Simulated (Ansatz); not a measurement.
# YSb (model cell, started as layered BN type): from the cell to its phonons

Task: relax YSb (model cell, started as layered BN type), then find its harmonic phonons.

Method: DFT PBEsol, scalar-relativistic, plane waves, norm-conserving pseudopotentials, in Ansatz 0.2.0.

The structure was built from a prototype and need not be the compound's stable phase.

## (1) The structure

Symmetry: P6_3/mmc, No. 194, hexagonal system. The conventional cell has a = 5.019 Å, b = 5.019 Å, c = 7.245 Å, α = 90.00°, β = 90.00°, γ = 120.00°. Y has 3 Sb at 2.90 Å nearest. Sb has 3 Y at 2.90 Å nearest. Farther neighbours are not listed.

## (2) Bringing the structure to rest, k-mesh 12×12×6

The cell and atoms are relaxed, since residual forces and stress would shift the frequencies.

Contents of input.yaml:

```yaml
crystal:
  lattice:
    - [5.01948, 0.0, 0.0]
    - [-2.50974, 4.347, 0.0]
    - [0.0, 0.0, 7.245]
  atoms:
    - { symbol: "Y", position: [0.333333, 0.666667, 0.25] }
    - { symbol: "Y", position: [0.666667, 0.333333, 0.75] }
    - { symbol: Sb, position: [0.666667, 0.333333, 0.25] }
    - { symbol: Sb, position: [0.333333, 0.666667, 0.75] }
kpoints:
  mp_grid: { grid: [12, 12, 6] }
hamiltonian:
  xc: pbesol
  pseudopotentials: { kind: nc }
scf:
  occupations: { method: gaussian, width: 0.1 }
output:
  forces: true
  stress: true
  eigenvalues: true
  write_density: true
  write_potential: true
  elf: true
  volumetric_format: npy
relax:
  adjacent_minimum: "off"
  f_tol: 0.005
  max_steps: 80
  cell: { stress_tol: 0.05 }
```

Command:

```console
ansatz run input.yaml --threads 4 --pin off --max-ram 7168MiB --backend cpu --events-out ev --progress --plain --runs-dir out
```

Numbers of over 12 decimals in the logs are rounded to 6 here.

What it wrote:

```text
Warning: the atoms were moved onto the symmetric positions of the space group found under crystal.symmetry.tolerance 1.0e-5 (fractional; no operation is sought that the atoms, as they stand in a round, miss by more than twice it, and no atom is moved by as much as it), and the run uses the moved positions. Before a round's move an operation carried an atom to 5.02e-6 Å from where it should land, the largest such dist [...]
Engine: ansatz 0.2.0, aarch64-unknown-linux-gnu
Pseudopotentials: kind: nc
Pseudopotential: Y, nc, valence charge 11, recommended cutoff 979.609905 eV (normal), Y.nc.azcp (PseudoDojo's, or run here from an input of PseudoDojo's: the run reads no file of this project's for it)
Pseudopotential: Sb, nc, valence charge 15, recommended cutoff 1088.45545 eV (normal), Sb.nc.azcp (PseudoDojo's, or run here from an input of PseudoDojo's: the run reads no file of this project's for it)
Functional definition: PBEsol
  exchange = pbesol_x
  correlation = pbesol_c
Crystal: 4 atoms, lattice volume = 158.084 Å³
Basis set: ecut = 1088.45545 eV, 12945 PW (Γ), exchange–correlation on 120×120×160 points (8 copies of the dense FFT grid, shifted against one another)
Bands: 32, of which v1, the nominal top of the filled ones, is band 26 counted from 1 (25 counted from 0)
Symmetry: 24 space group operations
Space group: P63/mmc (ITA 194), of the structure as read, at distance tolerance 5.4e-5 Å
k-points: 76 of 864
Non-local potential: Y, projectors of the file, l = 0: 2, l = 1: 2, l = 2: 2
Non-local potential: Sb, projectors of the file, l = 0: 2, l = 1: 2, l = 2: 2, l = 3: 2
Initial density: superposition of atomic densities (chi_scale 0.1, normalization cell, long waves kept (reshape's long-wave potential 0.00 eV rms))
Initial wavefunctions: pseudopotential atomic-orbital guess
Functional: x = pbesol(κ = 0.804, μ = 0.123457), c = pbesol(β = 0.046)
SCF iter   1: F=—  HF=-7161.916609 eV  |F-HF|=—  |Δ(HF+E_count)|=         —  Δρ=3.22e-2  dr2=1.75e0  ethr=3.10e-3  ⟨swp⟩=6.3  Hψ=9834  notcnv=0
preconditioner: auto → Kerker (q_TF=auto, 2.267 Å⁻¹)  [metal: Δε(μ)=0.082 eV  Ē_g=5.143 eV  σ=0.100 eV  W_gap=0.39  n_scr=34 (ndim 8)  ℏωp=11.8 eV  f_vac=0.017  D(μ)=0.24/eV (n_scr^D=0)]
SCF iter   2: F=—  HF=-7161.498382 eV  |F-HF|=—  |Δ(HF+E_count)|=   4.18e-1  Δρ=1.81e-2  dr2=6.18e-1  ethr=3.10e-3  ⟨swp⟩=2.3  Hψ=3326  notcnv=0  defer=36
SCF iter   3: F=—  HF=-7161.363483 eV  |F-HF|=—  |Δ(HF+E_count)|=   1.35e-1  Δρ=5.05e-3  dr2=5.83e-2  ethr=1.19e-3  ⟨swp⟩=3.1  Hψ=4828  notcnv=0  defer=109
SCF iter   4: F=—  HF=-7161.360305 eV  |F-HF|=—  |Δ(HF+E_count)|=   3.18e-3  Δρ=3.38e-3  dr2=1.20e-2  ethr=1.12e-4  ⟨swp⟩=2.0  Hψ=4199  notcnv=0  defer=108
SCF iter   5: F=—  HF=-7161.357127 eV  |F-HF|=—  |Δ(HF+E_count)|=   3.18e-3  Δρ=6.74e-4  dr2=1.78e-3  ethr=2.31e-5  ⟨swp⟩=2.2  Hψ=4011  notcnv=0  defer=106
SCF iter   6: F=—  HF=-7161.357963 eV  |F-HF|=—  |Δ(HF+E_count)|=   8.37e-4  Δρ=4.82e-4  dr2=2.81e-4  ethr=3.42e-6  ⟨swp⟩=2.8  Hψ=4050  notcnv=0  defer=106
SCF iter   7: F=—  HF=-7161.358034 eV  |F-HF|=—  |Δ(HF+E_count)|=   7.02e-5  Δρ=5.27e-5  dr2=5.51e-6  ethr=5.40e-7  ⟨swp⟩=2.2  Hψ=4090  notcnv=0  defer=106
SCF iter   8: F=—  HF=-7161.358153 eV  |F-HF|=—  |Δ(HF+E_count)|=   1.20e-4  Δρ=3.05e-5  dr2=1.25e-6  ethr=1.06e-8  ⟨swp⟩=2.2  Hψ=4418  notcnv=0  defer=105
SCF iter   9: F=-7161.358153 eV  HF=-7161.358153 eV  |F-HF|=2.45e-8  |Δ(HF+E_count)|=   2.51e-7  Δρ=4.43e-6  dr2=5.64e-8  ethr=1.92e-10  ⟨swp⟩=18.5  Hψ=25457  notcnv=0
SCF 1 converged in 9 iterations: F = -7161.358153 eV  dr2 = 5.64e-8
relax step   1: F+E_penalty+E_count = -7161.35815314 eV  Δ(F+E_penalty+E_count) = +0.000e0 eV  max|allowed force component| = 8.905e-16 eV/Å  Δτ_max = 0.0000 Å  P = -0.985 GPa  Ω = 158.084 Å³  (9 SCF iters, dr2 threshold 1.00e-7 eV, accepted)
Crystal: 4 atoms, lattice volume = 154.485 Å³
Basis set: ecut = 1088.45545 eV, 12583 PW (Γ), exchange–correlation on 120×120×160 points (8 copies of the dense FFT grid, shifted against one another)
Initial density: handed on by an earlier stage of this run
Initial wavefunctions: those handed on with the density
iter 1 solved again at ethr=6.33e-5 eV; its pass at ethr=3.10e-3 eV (dr2=3.29e-2 eV) is discarded
SCF iter   1: F=—  HF=-7161.888209 eV  |F-HF|=—  |Δ(HF+E_count)|=         —  Δρ=3.48e-3  dr2=3.51e-2  ethr=6.33e-5  ⟨swp⟩=2.1  Hψ=16856  notcnv=0
preconditioner: auto → Kerker (q_TF=auto, 2.276 Å⁻¹)  [metal: Δε(μ)=0.080 eV  Ē_g=5.412 eV  σ=0.100 eV  W_gap=0.40  n_scr=22 (ndim 8)  ℏωp=12.0 eV  f_vac=0.067  D(μ)=0.20/eV (n_scr^D=0)]
SCF iter   2: F=—  HF=-7161.880761 eV  |F-HF|=—  |Δ(HF+E_count)|=   7.45e-3  Δρ=2.23e-3  dr2=1.59e-2  ethr=6.33e-5  ⟨swp⟩=1.0  Hψ=2432  notcnv=0
SCF iter   3: F=—  HF=-7161.874497 eV  |F-HF|=—  |Δ(HF+E_count)|=   6.26e-3  Δρ=4.40e-4  dr2=6.34e-4  ethr=3.06e-5  ⟨swp⟩=2.0  Hψ=3053  notcnv=0
SCF iter   4: F=—  HF=-7161.874465 eV  |F-HF|=—  |Δ(HF+E_count)|=   3.15e-5  Δρ=1.60e-4  dr2=1.08e-4  ethr=1.22e-6  ⟨swp⟩=2.4  Hψ=4269  notcnv=0
SCF iter   5: F=—  HF=-7161.874553 eV  |F-HF|=—  |Δ(HF+E_count)|=   8.82e-5  Δρ=6.66e-5  dr2=1.33e-5  ethr=2.07e-7  ⟨swp⟩=2.0  Hψ=2881  notcnv=0
SCF iter   6: F=—  HF=-7161.874563 eV  |F-HF|=—  |Δ(HF+E_count)|=   9.12e-6  Δρ=2.06e-5  dr2=7.54e-7  ethr=2.57e-8  ⟨swp⟩=2.0  Hψ=3161  notcnv=0
SCF iter   7: F=-7161.874563 eV  HF=-7161.874563 eV  |F-HF|=1.42e-7  |Δ(HF+E_count)|=   7.61e-7  Δρ=6.04e-6  dr2=9.91e-8  ethr=7.69e-10  ⟨swp⟩=13.7  Hψ=20456  notcnv=0
SCF 2 converged in 7 iterations: F = -7161.874563 eV  dr2 = 9.91e-8
relax step   2: F+E_penalty+E_count = -7161.87456349 eV  Δ(F+E_penalty+E_count) = -5.164e-1 eV  max|allowed force component| = 4.626e-16 eV/Å  Δτ_max = 0.0000 Å  P = -1.866 GPa  Ω = 154.485 Å³  energy of the carried Pulay correction = +9.254e-4 eV  (7 SCF iters, dr2 threshold 4.00e-7 eV, accepted)
Crystal: 4 atoms, lattice volume = 147.831 Å³
Basis set: ecut = 1088.45545 eV, 12137 PW (Γ), exchange–correlation on 120×120×160 points (8 copies of the dense FFT grid, shifted against one another)
iter 1 solved again at ethr=7.98e-5 eV; its pass at ethr=3.10e-3 eV (dr2=4.15e-2 eV) is discarded
SCF iter   1: F=—  HF=-7162.312302 eV  |F-HF|=—  |Δ(HF+E_count)|=         —  Δρ=3.82e-3  dr2=4.35e-2  ethr=7.98e-5  ⟨swp⟩=2.1  Hψ=16830  notcnv=0
preconditioner: auto → Kerker (q_TF=auto, 2.292 Å⁻¹)  [metal: Δε(μ)=0.077 eV  Ē_g=5.553 eV  σ=0.100 eV  W_gap=0.38  n_scr=22 (ndim 8)  ℏωp=12.2 eV  f_vac=0.066  D(μ)=0.23/eV (n_scr^D=0)]
SCF iter   2: F=—  HF=-7162.302639 eV  |F-HF|=—  |Δ(HF+E_count)|=   9.66e-3  Δρ=2.41e-3  dr2=1.85e-2  ethr=7.98e-5  ⟨swp⟩=1.0  Hψ=2434  notcnv=0
SCF iter   3: F=—  HF=-7162.295586 eV  |F-HF|=—  |Δ(HF+E_count)|=   7.05e-3  Δρ=4.97e-4  dr2=1.04e-3  ethr=3.55e-5  ⟨swp⟩=2.0  Hψ=3043  notcnv=0
SCF iter   4: F=—  HF=-7162.295457 eV  |F-HF|=—  |Δ(HF+E_count)|=   1.29e-4  Δρ=1.90e-4  dr2=1.75e-4  ethr=2.00e-6  ⟨swp⟩=2.5  Hψ=3593  notcnv=0
SCF iter   5: F=—  HF=-7162.295560 eV  |F-HF|=—  |Δ(HF+E_count)|=   1.03e-4  Δρ=7.63e-5  dr2=1.50e-5  ethr=3.36e-7  ⟨swp⟩=2.0  Hψ=3032  notcnv=0
SCF iter   6: F=—  HF=-7162.295575 eV  |F-HF|=—  |Δ(HF+E_count)|=   1.45e-5  Δρ=2.25e-5  dr2=5.41e-7  ethr=2.89e-8  ⟨swp⟩=2.0  Hψ=3065  notcnv=0
SCF iter   7: F=-7162.295575 eV  HF=-7162.295575 eV  |F-HF|=1.06e-7  |Δ(HF+E_count)|=   6.75e-7  Δρ=5.82e-6  dr2=6.59e-8  ethr=7.69e-10  ⟨swp⟩=13.7  Hψ=20735  notcnv=0
SCF 3 converged in 7 iterations: F = -7162.295575 eV  dr2 = 6.59e-8
relax step   3: F+E_penalty+E_count = -7162.29557546 eV  Δ(F+E_penalty+E_count) = -4.210e-1 eV  max|allowed force component| = 4.452e-16 eV/Å  Δτ_max = 0.0000 Å  P = -1.219 GPa  Ω = 147.831 Å³  energy of the carried Pulay correction = +2.698e-3 eV  (7 SCF iters, dr2 threshold 4.00e-7 eV, accepted)
[...]
relax step   4: F+E_penalty+E_count = -7162.60176328 eV  Δ(F+E_penalty+E_count) = -3.062e-1 eV  max|allowed force component| = 1.035e-16 eV/Å  Δτ_max = 0.0000 Å  P = -0.276 GPa  Ω = 142.768 Å³  energy of the carried Pulay correction = +4.098e-3 eV  (7 SCF iters, dr2 threshold 4.00e-7 eV, accepted)
[...]
relax step   5: F+E_penalty+E_count = -7162.63935635 eV  Δ(F+E_penalty+E_count) = -3.759e-2 eV  max|allowed force component| = 5.742e-16 eV/Å  Δτ_max = 0.0000 Å  P = +0.111 GPa  Ω = 141.873 Å³  energy of the carried Pulay correction = +4.350e-3 eV  (7 SCF iters, dr2 threshold 4.00e-7 eV, accepted)
[...]
relax step   6: F+E_penalty+E_count = -7162.63938313 eV  Δ(F+E_penalty+E_count) = -2.678e-5 eV  max|allowed force component| = 5.748e-16 eV/Å  Δτ_max = 0.0000 Å  P = -0.012 GPa  Ω = 142.203 Å³  energy of the carried Pulay correction = +4.256e-3 eV  (5 SCF iters, dr2 threshold 8.02e-8 eV, accepted)
[...]
relax step   7: F+E_penalty+E_count = -7162.64225321 eV  Δ(F+E_penalty+E_count) = -2.870e-3 eV  max|allowed force component| = 6.193e-16 eV/Å  Δτ_max = 0.0000 Å  P = +0.046 GPa  Ω = 142.203 Å³  stress off target by 9.17e-2 GPa  SCF on the basis re-selected at this cell (its energy is not comparable with the rows above)  (6 SCF iters)
[...]
relax step   8: F+E_penalty+E_count = -7162.64228035 eV  Δ(F+E_penalty+E_count) = -2.714e-5 eV  max|allowed force component| = 8.789e-16 eV/Å  Δτ_max = 0.0000 Å  P = +0.003 GPa  Ω = 142.352 Å³  energy of the carried Pulay correction = -4.228e-5 eV  (5 SCF iters, dr2 threshold 2.10e-8 eV, accepted)
iter 1 solved again at ethr=3.67e-7 eV; its pass at ethr=3.10e-3 eV (dr2=1.91e-4 eV) is discarded
SCF iter   1: F=—  HF=-7162.642481 eV  |F-HF|=—  |Δ(HF+E_count)|=         —  Δρ=4.14e-6  dr2=1.02e-8  ethr=3.67e-7  ⟨swp⟩=4.3  Hψ=18082  notcnv=0
eigensolver tolerance schedule: the retry pair's looser diagonalisation over-reported the residual by 18682.33 of it (diagonalisation noise at an unbounded share of the residual, at the tolerance the schedule requests for it); recorded, not acted on — ethr = c·dr2/N_el stays at c = 1.0e-1
preconditioner: auto → Kerker (q_TF=auto, 2.307 Å⁻¹)  [metal: Δε(μ)=0.026 eV  Ē_g=5.765 eV  σ=0.100 eV  W_gap=0.14  n_scr=22 (ndim 8)  ℏωp=12.4 eV  f_vac=0.085  D(μ)=0.33/eV (n_scr^D=0)]
SCF iter   2: F=—  HF=-7162.642327 eV  |F-HF|=—  |Δ(HF+E_count)|=   1.54e-4  Δρ=2.11e-6  dr2=3.46e-9  ethr=1.97e-11  ⟨swp⟩=4.1  Hψ=7385  notcnv=0
SCF iter   3: F=—  HF=-7162.642327 eV  |F-HF|=—  |Δ(HF+E_count)|=  9.73e-10  Δρ=1.13e-6  dr2=1.93e-9  ethr=6.65e-12  ⟨swp⟩=1.1  Hψ=2453  notcnv=0
SCF iter   4: F=—  HF=-7162.642327 eV  |F-HF|=—  |Δ(HF+E_count)|=   1.39e-9  Δρ=4.81e-7  dr2=3.42e-10  ethr=3.70e-12  ⟨swp⟩=2.0  Hψ=3045  notcnv=0
SCF iter   5: F=—  HF=-7162.642327 eV  |F-HF|=—  |Δ(HF+E_count)|=  1.00e-10  Δρ=1.80e-7  dr2=5.67e-11  ethr=1.00e-12  ⟨swp⟩=2.0  Hψ=2933  notcnv=0
SCF iter   6: F=-7162.642327 eV  HF=-7162.642327 eV  |F-HF|=4.55e-12  |Δ(HF+E_count)|=  1.00e-11  Δρ=7.95e-8  dr2=1.06e-11  ethr=1.00e-12  ⟨swp⟩=9.3  Hψ=13233  notcnv=0
SCF 9 converged in 6 iterations: F = -7162.642327 eV  dr2 = 1.06e-11
relax step   9: F+E_penalty+E_count = -7162.64232652 eV  Δ(F+E_penalty+E_count) = -4.617e-5 eV  max|allowed force component| = 8.512e-16 eV/Å  Δτ_max = 0.0000 Å  P = +0.004 GPa  Ω = 142.352 Å³  stress off target by 5.22e-3 GPa  SCF on the basis re-selected at this cell (its energy is not comparable with the rows above)  (6 SCF iters)
basis re-selected at this cell: Δ(F+E_penalty+E_count) = -4.617e-5 eV, ΔP = +0.001 GPa vs the last step (what re-selecting the basis moved, of the pressure what is left beyond the Pulay correction that the steps carried, after the strain that the cell walked since its last selection, with what the two solves' SCF thresholds leave and, on support functions, any second-order correction that the steps lacked; it is no m [...]
SCF converged after 6 iterations
Free energy (F): -7162.642327 eV
Harris-Foulkes:  -7162.642327 eV  (|F-HF|=4.55e-12)
Internal energy: -7162.640663 eV  (E = F + TS)
E sigma→0 (E₀):  -7162.641495 eV
Entropy (-TS):   -0.001663 eV (-0.416 meV/atom)
Fermi energy:    7.924923 eV
--- Per-component energies (eV) ---
  E_band       = -651.890668
  E_kinetic    = 3517.632228
  E_local      = -4593.824739  (includes V_loc(G=0)·N_el)
  E_nonlocal   = -2359.206023
  E_hartree    = 1960.194218
  E_xc         = -1653.329422
  E_vxc        = -1136.880590  (∫ρ·V_xc dr)
  E_ewald      = -4034.106925
  E_smearing   = -0.001663  (= −TS)
  E_closure    = 0.000000  (closes the sum)
  Σ components = -7162.642327   (vs F -7162.642327, Δ=0.00e0)
--- Forces (eV/Å), atoms counted from 1 ---
  atom   1  Y     -0.00000000    -0.00000000    -0.00000000
  atom   2  Y     -0.00000000     0.00000000     0.00000000
  atom   3  Sb    -0.00000000     0.00000000     0.00000000
  atom   4  Sb     0.00000000    -0.00000000    -0.00000000
  max |Σ_I F_I| component: 1.30e-16 eV/Å
--- Stress (GPa, compression-positive) ---
        0.005222      -0.000000      -0.000000
        0.000000       0.005222      -0.000000
       -0.000000      -0.000000       0.000285
  P = ⅓ Tr σ = 0.0036 GPa (0.036 kbar)
--- Band table (eV; the first three rows and the last of 76) ---
  k-point 0: bands = [... 22 lower, 5.8989, 6.3421, 6.3421, 8.6943, 8.7661, 8.7661, 9.3702, 10.6066, ... 2 higher]
  k-point 1: bands = [... 22 lower, 5.8806, 6.2357, 6.2357, 7.5995, 9.0217, 9.0217, 9.6076, 10.7134, ... 2 higher]
  k-point 2: bands = [... 22 lower, 5.8600, 6.0397, 6.0397, 6.2896, 9.6333, 9.6333, 9.9330, 10.7870, ... 2 higher]
  k-point 75: bands = [... 22 lower, 5.9111, 5.9111, 6.6299, 6.6299, 9.0493, 9.0493, 10.5933, 10.5933, ... 2 higher]
--- Relaxed structure (7 steps of the walk, 7 accepted, 2 SCFs on fresh bases) ---
  F+E_penalty+E_count = -7162.64232652 eV   max|allowed force component| = 8.512e-16 eV/Å   (the final SCF, on the basis selected at the relaxed cell)
  cell:  # Å, volume = 142.3524 Å³
    - [5.215105, 0, 1.1779674349190053e-17]
    - [-2.607552, 4.516413, -5.889837174595025e-18]
    - [1.700250087917105e-17, 0, 6.043773]
  atoms:
    - { symbol: Y, position: [0.333333, 0.666667, 0.25] }
    - { symbol: Y, position: [0.666667, 0.333333, 0.750000] }
    - { symbol: Sb, position: [0.666667, 0.333333, 0.25] }
    - { symbol: Sb, position: [0.333333, 0.666667, 0.750000] }
```

Elapsed: 3.4 min, on 4 threads of Arm Neoverse V1, shared host; peak memory 1.5 GiB.

Relaxation path:

```tsv
step	energy less that of the first step (eV)	largest force component (eV/Å)	pressure (GPa)	volume (Å³)
1	0.0000	0.0000	-0.98	158.08
2	-0.5164	0.0000	-1.87	154.48
3	-0.9374	0.0000	-1.22	147.83
4	-1.2436	0.0000	-0.28	142.77
5	-1.2812	0.0000	0.11	141.87
6	-1.2812	0.0000	-0.01	142.20
7*	-1.2841	0.0000	0.05	142.20
8	-1.2841	0.0000	0.00	142.35
9*	-1.2842	0.0000	0.00	142.35
```

Relaxation steps marked * repeat the geometry before them on a plane-wave basis chosen anew for their cell, so energy and pressure can jump there.

Forces are held to the 24 operations that the run works with; a distortion that breaks them can't arise in this run.

```tsv
cell as run	before	after	change
a (Å)	5.019	5.215	+3.9 %
b (Å)	5.019	5.215	+3.9 %
c (Å)	7.245	6.044	-16.6 %
volume (Å³/atom)	39.52	35.59	-10.0 %
```

Final coordinates:

```xyz
4
Lattice="5.2151 0.0000 0.0000 -2.6076 4.5164 0.0000 0.0000 0.0000 6.0438" Properties=species:S:1:pos:R:3 pbc="T T T"
Y     0.0000    3.0109    1.5109
Y     2.6076    1.5055    4.5328
Sb    2.6076    1.5055    1.5109
Sb    0.0000    3.0109    4.5328
```

This step gave:

```
pressure          : 0.003576 GPa
volume per atom   : 35.59 Å³
gap on the k-mesh : 0 eV
```

Electrostatic potential energy in the ac plane at fractional y = 0.333, with atoms of Y and Sb within 0.2 Å of it. With pseudopotentials it is smooth inside the atoms' cores, unlike the true potential.

Values in eV, 16 rows by 14 columns, each cell a mean:
```
 11  11  11  11  11  10   9   6   3   2   3   6   8  10
 10  11  11  11  11   9   6  -1 -12 -20 -14  -3   5   9
 10  10  10  10  10   8   2 -16 -52 -68 -58 -21   0   7
  9  10  10   9   9   7  -1 -30 -69 -71 -70 -40  -4   6
  9  10  10  10  10   7   0 -24 -64 -71 -68 -32  -2   6
 10  11  11  11  10   8   4  -7 -29 -44 -34 -10   2   8
 11  11  11  11  11  10   7   3  -2  -6  -3   2   7  10
 11  11  11  11  11  11  10   8   6   5   5   7   9  11
 11  11  10  11  11  11  10   8   4   3   4   7  10  11
 10   9   9   9  10  10   8   1 -10 -15 -12  -1   7  10
  9   8   8   8   9   9   4 -11 -11   2  -7 -15   3   9
  9   7   7   7   8   8   1 -16   5   3   8 -16  -1   8
  9   8   7   7   9   8   2 -15   1   7   6 -18   0   8
 10   9   8   9   9   9   6  -5 -17 -13 -17  -8   5   9
 11  10  10  10  10  11   9   6   0  -4  -1   5   9  11
 11  11  11  11  11  11  10   8   7   6   6   8  10  11
```
Columns run along a (5.2 Å; values clipped at the 3rd and 97th percentile), rows up along c (6.0 Å). Atoms in or near the plane, at fractional coordinates: Y at (0.67, 0.75), Sb at (0.67, 0.25).

Valence density in the ac plane at fractional y = 0.333, with atoms of Y and Sb within 0.2 Å of it. It is the smooth field of the valence electrons, not physical close to the nuclei.

Ten steps, logarithmic in the rise over the least value, from '_' (0.0 e/Å³) to '@' (7.4 e/Å³), each cell a mean:
```
____________....::--::....__
__........__..--++**++--..__
............::++##%%##**--..
............--**##++####--..
............--**######**--..
..............==**####==::..
____________..::--====::..__
____________....::::::::..__
____________..::------::....
__________..::--++**++==::..
..______..::--++%%@@@@**--::
..______..::--**@@%%@@##==::
..______..::--**@@@@@@##--::
__________..--==**%%##==--..
__________..::--======--::..
____________..::::--::::..__
```
Columns run along a (5.2 Å), rows up along c (6.0 Å). Atoms in or near the plane, at fractional coordinates: Y at (0.67, 0.75), Sb at (0.67, 0.25).

ELF in the ac plane at fractional y = 0.333, with atoms of Y and Sb within 0.2 Å of it. It is the smooth field of the valence electrons, not physical close to the nuclei.

Values, 16 rows by 14 columns, each cell a mean:
```
0.26 0.36 0.41 0.37 0.28 0.18 0.13 0.14 0.19 0.25 0.21 0.14 0.13 0.17
0.41 0.55 0.58 0.56 0.44 0.19 0.08 0.23 0.58 0.73 0.64 0.30 0.07 0.15
0.51 0.64 0.65 0.64 0.54 0.22 0.17 0.62 0.83 0.73 0.82 0.71 0.21 0.16
0.54 0.67 0.66 0.67 0.57 0.24 0.28 0.78 0.62 0.08 0.48 0.83 0.36 0.18
0.53 0.66 0.66 0.66 0.56 0.23 0.24 0.72 0.74 0.38 0.66 0.80 0.30 0.17
0.46 0.60 0.62 0.61 0.50 0.21 0.11 0.42 0.77 0.84 0.80 0.51 0.12 0.15
0.33 0.46 0.50 0.47 0.35 0.18 0.09 0.13 0.32 0.44 0.36 0.16 0.08 0.15
0.21 0.25 0.28 0.26 0.22 0.22 0.26 0.31 0.34 0.35 0.34 0.31 0.27 0.22
0.20 0.11 0.09 0.11 0.18 0.36 0.54 0.61 0.58 0.55 0.57 0.61 0.57 0.40
0.26 0.07 0.03 0.06 0.22 0.52 0.64 0.50 0.35 0.32 0.34 0.47 0.63 0.57
0.32 0.07 0.03 0.05 0.26 0.60 0.58 0.33 0.36 0.35 0.37 0.30 0.54 0.65
0.35 0.07 0.04 0.06 0.28 0.62 0.52 0.32 0.32 0.04 0.25 0.33 0.46 0.66
0.34 0.07 0.03 0.06 0.28 0.62 0.54 0.31 0.37 0.18 0.34 0.31 0.49 0.66
0.30 0.07 0.03 0.05 0.25 0.57 0.62 0.39 0.31 0.36 0.32 0.35 0.59 0.62
0.23 0.08 0.05 0.07 0.19 0.45 0.62 0.60 0.49 0.42 0.47 0.59 0.64 0.49
0.19 0.16 0.16 0.16 0.18 0.27 0.41 0.51 0.53 0.53 0.53 0.52 0.44 0.29
```
Columns run along a (5.2 Å), rows up along c (6.0 Å). Atoms in or near the plane, at fractional coordinates: Y at (0.67, 0.75), Sb at (0.67, 0.25).

In this step the volume went from 39.52 to 35.59 Å³/atom.

(Continued in part 2 of 2.)

[Logs are printed without paths, hosts, clocks, repeated set-up lines and the standing remarks that a program may print on its own settings, such as how far it seeks lower states.]

[Hosts, paths, dates, database ids (printed as entryN), source tags and the programs' standing remarks are cut or masked in the printed files.]
